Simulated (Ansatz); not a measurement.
## What TiIn2 (built on the sites of a database entry of HfB2) distorts into

Which phase does TiIn2 (built on the sites of a database entry of HfB2) fall into along its unstable mode, and how much energy does it gain?

Method: DFT PBEsol, scalar-relativistic, plane waves, PAW, in Ansatz 0.2.0.

The structure was built from a prototype and need not be the compound's stable phase.

**1. The structure**

Symmetry: P6/mmm, No. 191, hexagonal system. The conventional cell has a = 4.861 Å, b = 4.861 Å, c = 2.964 Å, α = 90.00°, β = 90.00°, γ = 120.00°. Nearest to Ti lie 2 Ti at 2.96 Å and 12 In at 3.17 Å. Nearest to In lie 5 In at 2.81 to 2.96 Å and 6 Ti at 3.17 Å. Farther neighbours are not listed.

Structure file:

```cif
data_structure
_symmetry_space_group_name_H-M 'P6/mmm'
_symmetry_Int_Tables_number 191
_cell_length_a 4.8611
_cell_length_b 4.8611
_cell_length_c 2.9645
_cell_angle_alpha 90.000
_cell_angle_beta 90.000
_cell_angle_gamma 120.000
_cell_volume 60.67
loop_
_atom_site_label
_atom_site_type_symbol
_atom_site_symmetry_multiplicity
_atom_site_Wyckoff_symbol
_atom_site_fract_x
_atom_site_fract_y
_atom_site_fract_z
_atom_site_occupancy
Ti1 Ti 1 a 0.00000 0.00000 0.00000 1
In1 In 2 d 0.33333 0.66667 0.50000 1
```

**2. Phonons on a q mesh**

The cell comes from relaxations at this level that are not shown. Stability and thermal properties need the whole zone. Linear response on a 2×2×4 q mesh gives force constants as far as a supercell of that size would.

File input.yaml:

```yaml
crystal:
  lattice:
    - [4.8611268095, 0.0, 0.0]
    - [-2.4305634048, 4.2098593081, 0.0]
    - [0.0, 0.0, 2.9644665336]
  atoms:
    - { symbol: Ti, position: [0.0, 0.0, 0.0] }
    - { symbol: In, position: [0.3333333333, 0.6666666667, 0.5] }
    - { symbol: In, position: [0.6666666667, 0.3333333333, 0.5] }
kpoints:
  mp_grid: { grid: [10, 10, 12] }
hamiltonian:
  xc: pbesol
scf:
  occupations: { method: methfessel_paxton, width: 0.15 }
output:
  eigenvalues: true
phonons:
  method: dfpt
  qmesh: [2, 2, 4]
  temperatures: { t_max: 1000, t_step: 50 }
  qpath:
    path:
      - [[0.0, 0.0, 0.0], [0.5, 0.0, 0.0], [0.33333333, 0.33333333, 0.0], [0.0, 0.0, 0.0], [0.0, 0.0, 0.5], [0.5, 0.0, 0.5], [0.33333333, 0.33333333, 0.5], [0.0, 0.0, 0.5]]
      - [[0.5, 0.0, 0.5], [0.5, 0.0, 0.0]]
      - [[0.33333333, 0.33333333, 0.5], [0.33333333, 0.33333333, 0.0]]
    npoints: 10
```

Started as:

```sh
ansatz run input.yaml --threads 8 --pin off --max-ram 14336MiB --backend cpu --events-out ev --progress --plain --runs-dir out
```

Numbers of over 12 decimals in the logs are rounded to 6 here.

The log of the run:

```text
Warning: phonons: the dynamical matrix that this run interpolates holds no multipole term above the dipole-dipole one, and a site of this crystal is no centre of inversion, so its interpolated transverse optical and acoustic branches and sound speeds can stay off near Gamma, and the density of states and the thermodynamics with them. What a run solves at a wave vector of phonons.qpoints, Gamma apart, where the deck admits one, is free of this, and under fd what a larger phonons.supercell samples
Engine: ansatz 0.2.0, aarch64-unknown-linux-gnu
Pseudopotentials: kind: paw
Pseudopotential: Ti, paw, valence charge 12, recommended cutoff 420 eV (normal), Ti.paw.azcp
Pseudopotential: In, paw, valence charge 13, recommended cutoff 420 eV (normal), In.paw.azcp
Functional definition: PBEsol
  exchange = pbesol_x
  correlation = pbesol_c
Crystal: 3 atoms, lattice volume = 60.667 Å³
Basis set: ecut = 420 eV, 1179 PW (Γ), exchange–correlation on 72×72×40 points (8 copies of the dense FFT grid, shifted against one another)
Bands: 23, of which v1, the nominal top of the filled ones, is band 19 counted from 1 (18 counted from 0)
Symmetry: 24 space group operations
k-points: 98 of 1200
Non-local potential: Ti, projectors of the file, l = 0: 3, l = 1: 2, l = 2: 3, l = 3: 1
Non-local potential: In, projectors of the file, l = 0: 2, l = 1: 2, l = 2: 2, l = 3: 2
PAW form: soft (Blöchl's): semilocal exchange-correlation on the pseudo side does not see the compensation charge
PAW frozen core: Ti, regenerated for the run's functional, and the local potential with it (the file was generated under x = pbe(κ = 0.804, μ = 0.219515), c = pbe(β = 0.066725))
PAW frozen core: In, regenerated for the run's functional, and the local potential with it (the file was generated under x = pbe(κ = 0.804, μ = 0.219515), c = pbe(β = 0.066725))
PAW one-centre angular grid: Ti, 590 points (default); XC on 64 Gauss nodes
PAW one-centre angular grid: In, 590 points (default); XC on 64 Gauss nodes
Initial density: superposition of atomic densities (neutral atoms: chi_scale 0, normalization atom), corrected by the library's trained network
Initial wavefunctions: pseudopotential atomic-orbital guess
Functional: x = pbesol(κ = 0.804, μ = 0.123457), c = pbesol(β = 0.046)
SCF iter   1: F=—  HF=-13524.605883 eV  |F-HF|=—  |Δ(HF+E_count)|=         —  Δρ=8.02e-3  dr2=5.07e-2  ethr=1.77e-3  ⟨swp⟩=5.6  Hψ=10478  notcnv=0
preconditioner: auto → none  [metal: Δε(μ)=0.015 eV  Ē_g=12.256 eV  σ=0.150 eV  W_gap=0.08  n_scr=8 (ndim 8)  ℏωp=26.1 eV  f_vac=0.000  D(μ)=4.64/eV (n_scr^D=56)  sad-step TF]
SCF iter   2: F=—  HF=-13524.599826 eV  |F-HF|=—  |Δ(HF+E_count)|=   6.06e-3  S|Δr|=    0.00e0  Δρ=4.96e-3  dr2=2.67e-2  ethr=1.34e-4  ⟨swp⟩=1.0  Hψ=3038  notcnv=0
SCF iter   3: F=—  HF=-13524.596383 eV  |F-HF|=—  |Δ(HF+E_count)|=   3.44e-3  S|Δr|=    0.00e0  Δρ=1.47e-3  dr2=2.43e-3  ethr=7.04e-5  ⟨swp⟩=2.0  Hψ=2580  notcnv=0
SCF iter   4: F=—  HF=-13524.595870 eV  |F-HF|=—  |Δ(HF+E_count)|=   5.13e-4  S|Δr|=    0.00e0  Δρ=1.55e-4  dr2=1.10e-5  ethr=6.41e-6  ⟨swp⟩=2.0  Hψ=3709  notcnv=0
SCF iter   5: F=—  HF=-13524.595869 eV  |F-HF|=—  |Δ(HF+E_count)|=   8.43e-7  S|Δr|=    0.00e0  Δρ=8.96e-5  dr2=3.03e-6  ethr=2.89e-8  ⟨swp⟩=2.0  Hψ=4146  notcnv=0
SCF iter   6: F=—  HF=-13524.595865 eV  |F-HF|=—  |Δ(HF+E_count)|=   4.39e-6  S|Δr|=    0.00e0  Δρ=1.04e-5  dr2=7.16e-8  ethr=7.97e-9  ⟨swp⟩=2.1  Hψ=3089  notcnv=0
SCF iter   7: F=—  HF=-13524.595865 eV  |F-HF|=—  |Δ(HF+E_count)|=   5.34e-9  S|Δr|=    0.00e0  Δρ=1.95e-6  dr2=1.91e-9  ethr=1.88e-10  ⟨swp⟩=2.0  Hψ=2777  notcnv=0
SCF iter   8: F=—  HF=-13524.595865 eV  |F-HF|=—  |Δ(HF+E_count)|=  6.51e-10  S|Δr|=    0.00e0  Δρ=4.16e-7  dr2=9.64e-11  ethr=5.02e-12  ⟨swp⟩=2.0  Hψ=2575  notcnv=0
SCF iter   9: F=-13524.595865 eV  HF=-13524.595865 eV  |F-HF|=3.64e-12  |Δ(HF+E_count)|=  1.27e-11  S|Δr|=    0.00e0  Δρ=4.24e-8  dr2=8.66e-13  ethr=1.00e-12  ⟨swp⟩=5.3  Hψ=9020  notcnv=0
SCF 1 converged in 9 iterations: F = -13524.595865 eV  dr2 = 8.66e-13
  greatest PAW one-centre occupation: 0.999 electrons in one spin orbital (limit 2), on the Ti atom at site 0 (counted from 0), in its partial waves of l = 0
Initial density: read from a saved state, or passed on in memory by an earlier SCF of this step, an earlier step, the calling program or the single point that the run made first
iter 1 solved again at ethr=6.59e-8 eV; its pass at ethr=3.10e-3 eV (dr2=2.51e-5 eV) is discarded
SCF iter   1: F=—  HF=-13524.595867 eV  |F-HF|=—  |Δ(HF+E_count)|=         —  Δρ=1.38e-7  dr2=9.15e-12  ethr=6.59e-8  ⟨swp⟩=3.0  Hψ=16004  notcnv=0
eigensolver tolerance schedule: the retry pair's looser diagonalisation over-reported the residual by 2737689.75 of it (diagonalisation noise at an unbounded share of the residual, at the tolerance the schedule requests for it); recorded, not acted on — ethr = c·dr2/N_el stays at c = 1.0e-1
preconditioner: auto → none  [metal: Δε(μ)=0.008 eV  Ē_g=12.229 eV  σ=0.150 eV  W_gap=0.04  n_scr=8 (ndim 8)  ℏωp=26.1 eV  f_vac=0.000  D(μ)=4.82/eV (n_scr^D=56)]
SCF iter   2: F=—  HF=-13524.595865 eV  |F-HF|=—  |Δ(HF+E_count)|=   1.99e-6  S|Δr|=    0.00e0  Δρ=1.34e-7  dr2=9.46e-12  ethr=1.00e-12  ⟨swp⟩=6.2  Hψ=9789  notcnv=0
SCF iter   3: F=-13524.595865 eV  HF=-13524.595865 eV  |F-HF|=1.82e-12  |Δ(HF+E_count)|=  9.09e-12  S|Δr|=    0.00e0  Δρ=7.49e-8  dr2=3.14e-12  ethr=1.00e-12  ⟨swp⟩=1.0  Hψ=4915  notcnv=0
SCF 2 converged in 3 iterations: F = -13524.595865 eV  dr2 = 3.14e-12
phonons: the bands overlap, so this run is a metal and interpolates without the dipole-dipole term. If the crystal is really an insulator or semiconductor, its LO-TO splitting is missing
NSCF: frozen V_eff on 98 k-points
NSCF: frozen V_eff on 217 k-points
DFPT response loops at q = (0, 0, 0) (fractional): preconditioner auto → Kerker (q_TF=auto, 2.524 Å⁻¹) (partly filled bands, converged f_vac=0.000); β = 1.00, the filter's whole step (`scf.mixing.beta` (0.50) is not read by the response loops under this deck's `scf.mixing.preconditioner`; to damp them name `kerker` or `kerker_dos`, under which they read `scf.mixing.beta`, and type it under 1.00, their step now; both keys bind the ground state too); Broyden in place of MSR1
NSCF: frozen V_eff on 744 k-points
DFPT response loops at q = (0, 0, 0.25) (fractional): mixed as the last ones told, above
NSCF: frozen V_eff on 434 k-points
DFPT response loops at q = (0, 0, -0.5) (fractional): mixed as the last ones told, above
NSCF: frozen V_eff on 434 k-points
DFPT response loops at q = (0, -0.5, 0) (fractional): mixed as the last ones told, above
NSCF: frozen V_eff on 744 k-points
DFPT response loops at q = (0, -0.5, 0.25) (fractional): mixed as the last ones told, above
NSCF: frozen V_eff on 434 k-points
DFPT response loops at q = (0, -0.5, -0.5) (fractional): mixed as the last ones told, above
SCF converged after 9 iterations
Stability not checked: this state was not tested for a lower state beside it, because cold or Methfessel-Paxton smearing, or corrected tetrahedra, fill the levels in a way that the test cannot read (fill_not_monotonic; see scf.lower_state_search)
Free energy (F): -13524.595865 eV
Harris-Foulkes:  -13524.595865 eV  (|F-HF|=3.64e-12)
Internal energy: -13524.591911 eV  (E = F + TS)
E sigma→0 (E₀):  -13524.594876 eV
Entropy (-TS):   -0.003954 eV (-1.318 meV/atom)
Fermi energy:    13.120718 eV
--- Per-component energies (eV) ---
  E_band       = -141.578867
  E_kinetic    = 760.844560
  E_local      = -2746.152308  (includes V_loc(G=0)·N_el)
  E_nonlocal   = 746.262127
  E_hartree    = 1098.316004
  E_xc         = -525.396833
  E_vxc        = -323.627288  (∫ρ·V_xc dr)
  E_paw        = -9190.137785  (= ΣΔE_a)
  E_vpaw       = -775.538158  (= ΣTr[D̂ρ^β])
  E_aug_tail   = 0.000170  (compensation charges beyond the density's cutoff)
  E_ewald      = -3668.939034
  E_core_change = 0.611189  (= ΣΔE_core)
  E_smearing   = -0.003954  (= −TS)
  E_closure    = -0.000000  (closes the sum)
  Σ components = -13524.595865   (vs F -13524.595865, Δ=0.00e0)
--- Band table (eV; the first three rows and the last of 98) ---
  k-point 0: bands = [... 15 lower, 10.4232, 10.4232, 11.2954, 12.1220, 14.0021, 14.0021, 14.8523, 14.8523]
  k-point 1: bands = [... 15 lower, 10.5549, 10.5549, 11.3938, 12.2536, 13.7425, 13.7425, 15.1772, 15.1772]
  k-point 2: bands = [... 15 lower, 10.9373, 10.9373, 11.6957, 12.5602, 13.3168, 13.3168, 15.8134, 15.8134]
  k-point 97: bands = [... 15 lower, 9.1101, 10.4212, 10.8620, 11.4368, 13.7348, 14.2408, 14.3865, 14.5738]
--- Phonons (Γ-DFPT): 4 representative perturbations + reference (Σ response iterations 12) ---
  ASR residual: 3.131e-5 → 0.000e0 eV/Å²; symmetrization residual: 2.250e-6 eV/Å²
  ASR residual per site (eV/Å²): 3.13e-5 1.88e-5 1.88e-5
  Γ frequencies (cm⁻¹): 0.00 0.00 0.00 30.83 120.49 120.49 134.88 161.00 161.00
--- Phonons (arbitrary-q DFPT): 6 irreducible q on the 2×2×4 mesh ---
  q = [0.0000, 0.0000, 0.0000] (star 1, of the zone-centre solve; hermiticity 7.50e-7, symmetrization 2.38e-10): -0.00 0.00 0.00 30.83 120.49 120.49 134.88 161.00 161.00
  q = [0.0000, 0.0000, 0.2500] (star 2, 4 solved perturbations in 1080 linear systems a pass and spin channel, the states on 372 of 1200 k-point pairs; hermiticity 1.28e-6, symmetrization 2.17e-9): 52.24 52.24 96.49 109.01 123.96 123.96 161.54 161.54 171.39
  q = [0.0000, 0.0000, -0.5000] (star 1, 4 solved perturbations in 630 linear systems a pass and spin channel, the states on 217 of 1200 k-point pairs; hermiticity 1.05e-8, symmetrization 6.88e-9): 61.52 61.52 133.25 139.02 149.81 149.81 160.21 162.22 162.22
  q = [0.0000, -0.5000, 0.0000] (star 3, 6 solved perturbations on 217 of 1200 k-point pairs; hermiticity 2.99e-6, symmetrization 2.68e-10): -121.84 -33.21 41.96 49.94 66.39 118.58 144.11 147.44 180.29
  q = [0.0000, -0.5000, 0.2500] (star 6, 6 solved perturbations on 372 of 1200 k-point pairs; hermiticity 6.41e-7, symmetrization 1.90e-10): -77.83 10.50 76.58 92.74 103.47 142.03 149.29 165.06 177.21
  q = [0.0000, -0.5000, -0.5000] (star 3, 6 solved perturbations on 217 of 1200 k-point pairs; hermiticity 2.26e-6, symmetrization 2.69e-8): 33.67 98.25 107.01 111.53 123.35 142.42 163.67 168.09 190.95
  sum rule: each row above includes the acoustic sum rule's correction from the zone centre's row sums; it moved no ω² by more than (0.42 cm⁻¹)²
  mesh force constants: q→R imaginary residual 1.03e-17; ASR residual 3.131e-5 → 0.000e0 eV/Å²; symmetrization residual 7.105e-15 eV/Å²
  interpolated dispersion: 93 rows × 9 modes
  density of states and harmonic sums: on the 16×16×24 q-mesh, interpolated from the force constants of a 2×2×4 supercell (no non-analytic term)
  largest difference from the sums on the solved wave vectors: F 7.56e-3 eV, S 1.80e-5 and C_V 1.24e-5 eV/K
  zero-point energy: 0.058963 eV/cell   skipped modes (ω ≤ 0): 307, of them read as no rigid motion or as one in doubt: 304 (8.154e-1 modes/cell left out, lowest -121.84 cm⁻¹)   left out of the sums: 9.07e-2 of the cell's modes: C_V's classical limit lies that fraction below 3 k_B per atom; for a crystal, a wire or a layer, F and S can be off by more, and a phonons.interpolated_qmesh denser along its periods is the remedy for the sampling
```

Wall time 8.4 min (8 threads of Arm Neoverse N1, shared host); peak memory 1.8 GiB; 38 min of CPU time.

This step gave:

| Property | Result |
| --- | --- |
| volume per atom | 20.22 Å³ |
| gap on the k-mesh | 0 eV |
| sum-rule residual before enforcement | 3.13e-5 eV/Å² |
| lowest frequency on the path | -121.8 cm⁻¹ |
| point group | 6/mmm |
| highest frequency on the path or at a solved wavevector | 190.9 cm⁻¹ |
| highest optical mode at the zone centre (no LO-TO term) | 161 cm⁻¹ |
| lowest optical zone-centre mode | 30.83 cm⁻¹ |
| lowest mode on the q mesh (acoustic modes at Γ apart) | -121.8 cm⁻¹ |

Frequencies (cm⁻¹) solved at each irreducible wavevector; negative means imaginary. Frequencies by wavevector, by row:

| q in reciprocal lattice units | star | mode 1 | mode 2 | mode 3 | mode 4 | mode 5 | mode 6 | mode 7 | mode 8 | mode 9 |
| --- | --- | --- | --- | --- | --- | --- | --- | --- | --- | --- |
| 0 0 0 | 1 | 0 | 0 | 0 | 30.8 | 120.5 | 120.5 | 134.9 | 161 | 161 |
| 0 0 0.25 | 2 | 52.2 | 52.2 | 96.5 | 109 | 124 | 124 | 161.5 | 161.5 | 171.4 |
| 0 0 -0.5 | 1 | 61.5 | 61.5 | 133.2 | 139 | 149.8 | 149.8 | 160.2 | 162.2 | 162.2 |
| 0 -0.5 0 | 3 | -121.8 | -33.2 | 42 | 49.9 | 66.4 | 118.6 | 144.1 | 147.4 | 180.3 |
| 0 -0.5 0.25 | 6 | -77.8 | 10.5 | 76.6 | 92.7 | 103.5 | 142 | 149.3 | 165.1 | 177.2 |
| 0 -0.5 -0.5 | 3 | 33.7 | 98.2 | 107 | 111.5 | 123.3 | 142.4 | 163.7 | 168.1 | 190.9 |

Interpolated from a 2×2×4 q mesh. Phonon branches along the path, in cm⁻¹:

| point | branch 1 | branch 2 | branch 3 | branch 4 | branch 5 | branch 6 | branch 7 | branch 8 | branch 9 |
| --- | --- | --- | --- | --- | --- | --- | --- | --- | --- |
| Γ | 0 | 0 | 0 | 31 | 120 | 120 | 135 | 161 | 161 |
| halfway | -71 | 36 | 39 | 60 | 65 | 96 | 140 | 162 | 173 |
| M | -122 | -33 | 42 | 50 | 66 | 119 | 144 | 147 | 180 |
| halfway | -110 | -44 | 43 | 44 | 49 | 121 | 144 | 148 | 177 |
| K | -76 | -76 | -48 | 47 | 47 | 136 | 136 | 150 | 173 |
| halfway | -79 | 38 | 42 | 48 | 74 | 86 | 142 | 160 | 174 |
| Γ | 0 | 0 | 0 | 31 | 120 | 120 | 135 | 161 | 161 |
| halfway | 52 | 52 | 96 | 109 | 124 | 124 | 162 | 162 | 171 |
| A | 62 | 62 | 133 | 139 | 150 | 150 | 160 | 162 | 162 |
| halfway | 49 | 76 | 122 | 132 | 138 | 138 | 160 | 165 | 181 |
| L | 34 | 98 | 107 | 112 | 123 | 142 | 164 | 168 | 191 |
| halfway | 27 | 105 | 106 | 107 | 125 | 148 | 154 | 178 | 185 |
| H | 20 | 102 | 102 | 125 | 125 | 129 | 172 | 172 | 182 |
| halfway | 44 | 82 | 120 | 121 | 138 | 146 | 154 | 170 | 182 |
| A | 62 | 62 | 133 | 139 | 150 | 150 | 160 | 162 | 162 |
| jump to L | 34 | 98 | 107 | 112 | 123 | 142 | 164 | 168 | 191 |
| halfway | -78 | 10 | 77 | 93 | 104 | 142 | 149 | 165 | 177 |
| M | -122 | -33 | 42 | 50 | 66 | 119 | 144 | 147 | 180 |
| jump to H | 20 | 102 | 102 | 125 | 125 | 129 | 172 | 172 | 182 |
| halfway | -27 | -21 | -21 | 109 | 109 | 143 | 143 | 150 | 179 |
| K | -76 | -76 | -48 | 47 | 47 | 136 | 136 | 150 | 173 |

The phonon branches as a text plot (rows in cm⁻¹):

```
    184 |    ***                    **********   **  ********
    171 | ***   ********    ***   ****** ** **** ****    *   ****
    158 |****       *********************  * ******  ***  ** **
    145 |   **********    *    **********   *************  *** **
    132 |***     **   ****   *********   ********    **  **   ***
    119 |*    ***  *   ********     ******* **   ***   ******
    106 | ** *        **    **       *******     ** *
     93 | * *       * *     *        **     *    *****   **  *
     80 |  *         *              *        *      * **      *
     67 |   ****    *      *    ****          ***    ** *  *   *
     54 |  * ******* *    * ****  **          **   *   **   *   *
     41 | *************  * *        **      **          *
     28 |***        * *****           *** **     ***
     15 |*             * *               *          *    **
      2 |               *                                  *
    -11 |*                                           *
    -24 |    *     *                                  **    *
    -37 | *   ** * *   *                                *    **
    -50 |  *    ***   *                                      * **
    -63 |                                                     *
    -76 |            *                              *          **
    -89 |   *    ** *
   -102 |          *                                 *
   -115 |    ****                                     ***
         Γ    M   K     Γ       A     L  H     A|L     M|H      K
```

Symmetry leaves 6 wavevectors to solve. The lowest mode among them, the acoustic zeros apart, lies at q = (0, -0.5, 0) and is imaginary, 121.8i cm⁻¹, so the energy falls along it.

**3. The mode frozen in, largest atomic shift 0 Å**

The mode followed lies at q = (0, -0.5, 0.25) with frequency 77.8i cm⁻¹, one of the unstable modes though not the softest. At small amplitude the distorted cell has space group no. 74 by a symmetry search on the positions. The undistorted cell that holds it gives the zero of energy on the same k mesh.

System of this step: TiIn2 (built on the sites of a database entry of HfB2). The structure is hexagonal, space group P6/mmm (No. 191). Conventional cell: a = 4.861 Å, b = 4.861 Å, c = 2.964 Å, α = 90.00°, β = 90.00°, γ = 120.00°. Nearest to Ti lie 2 Ti at 2.96 Å and 12 In at 3.17 Å. Nearest to In lie 5 In at 2.81 to 2.96 Å and 6 Ti at 3.17 Å. Farther neighbours are not listed.

File input.yaml:

```yaml
crystal:
  lattice:
    - [-4.8611268095, 0.0, 0.0]
    - [-2.4305634048, -4.2098593081, -5.9289330673]
    - [-2.4305634048, -4.2098593081, 5.9289330673]
  atoms:
    - { symbol: Ti, position: [0.0, 0.0, 0.0] }
    - { symbol: Ti, position: [0.0, 0.75, 0.25] }
    - { symbol: Ti, position: [0.0, 0.5, 0.5] }
    - { symbol: Ti, position: [0.0, 0.25, 0.75] }
    - { symbol: In, position: [0.3333333333, 0.2916666667, 0.0416666667] }
    - { symbol: In, position: [0.3333333333, 0.0416666667, 0.2916666667] }
    - { symbol: In, position: [0.3333333333, 0.7916666667, 0.5416666667] }
    - { symbol: In, position: [0.3333333333, 0.5416666667, 0.7916666667] }
    - { symbol: In, position: [0.6666666667, 0.4583333333, 0.2083333333] }
    - { symbol: In, position: [0.6666666667, 0.2083333333, 0.4583333333] }
    - { symbol: In, position: [0.6666666667, 0.9583333333, 0.7083333333] }
    - { symbol: In, position: [0.6666666667, 0.7083333333, 0.9583333333] }
kpoints:
  mp_grid: { grid: [8, 8, 8] }
hamiltonian:
  xc: pbesol
scf:
  occupations: { method: methfessel_paxton, width: 0.15 }
output:
  forces: true
  stress: true
  eigenvalues: true
```

The log of the run:

```text
[...]
Crystal: 12 atoms, lattice volume = 242.667 Å³
Basis set: ecut = 420 eV, 4721 PW (Γ), exchange–correlation on 72×108×108 points (8 copies of the dense FFT grid, shifted against one another)
Bands: 92, of which v1, the nominal top of the filled ones, is band 76 counted from 1 (75 counted from 0)
Symmetry: 32 space group operations
[...]
k-points: 95 of 512
[...]
k-point 0: bands = [... 72 lower, 12.3203, 13.3585, 13.3585, 13.5084, 13.5084, 13.5601, 13.5601, 13.6274, ... 12 higher]
  k-point 1: bands = [... 72 lower, 12.2579, 12.9272, 13.2999, 13.3805, 13.4189, 13.4979, 13.5551, 13.7967, ... 12 higher]
  k-point 2: bands = [... 72 lower, 12.3542, 12.5180, 12.7831, 13.2376, 13.3379, 13.4136, 13.5376, 13.5404, ... 12 higher]
  k-point 94: bands = [... 72 lower, 12.1531, 12.1531, 13.1236, 13.1236, 13.2440, 13.2440, 13.7737, 13.7737, ... 12 higher]
[key lines of the parts left out:]
SCF converged after 7 iterations
Free energy (F): -54098.394514 eV
Fermi energy:    13.122603 eV
P = ⅓ Tr σ = -0.0487 GPa (-0.487 kbar)
```

Elapsed: 26 s, on 8 threads; peak memory 2.2 GiB; 3.4 min of CPU time.

Numbers from this step:

```yaml
pressure: -0.04872 GPa
energy_from_the_undistorted_cell: 0 meV/atom
```

The run ends at a pressure of -0.05 GPa, with forces up to 0.0016 eV/Å.

(Part 1 of 2 ends here.)

[Logs are printed without paths, hosts, clocks, repeated set-up lines and the standing remarks that a program may print on its own settings, such as how far it seeks lower states.]

[Hosts, paths, dates, database ids (printed as entryN), source tags and the programs' standing remarks are cut or masked in the printed files.]
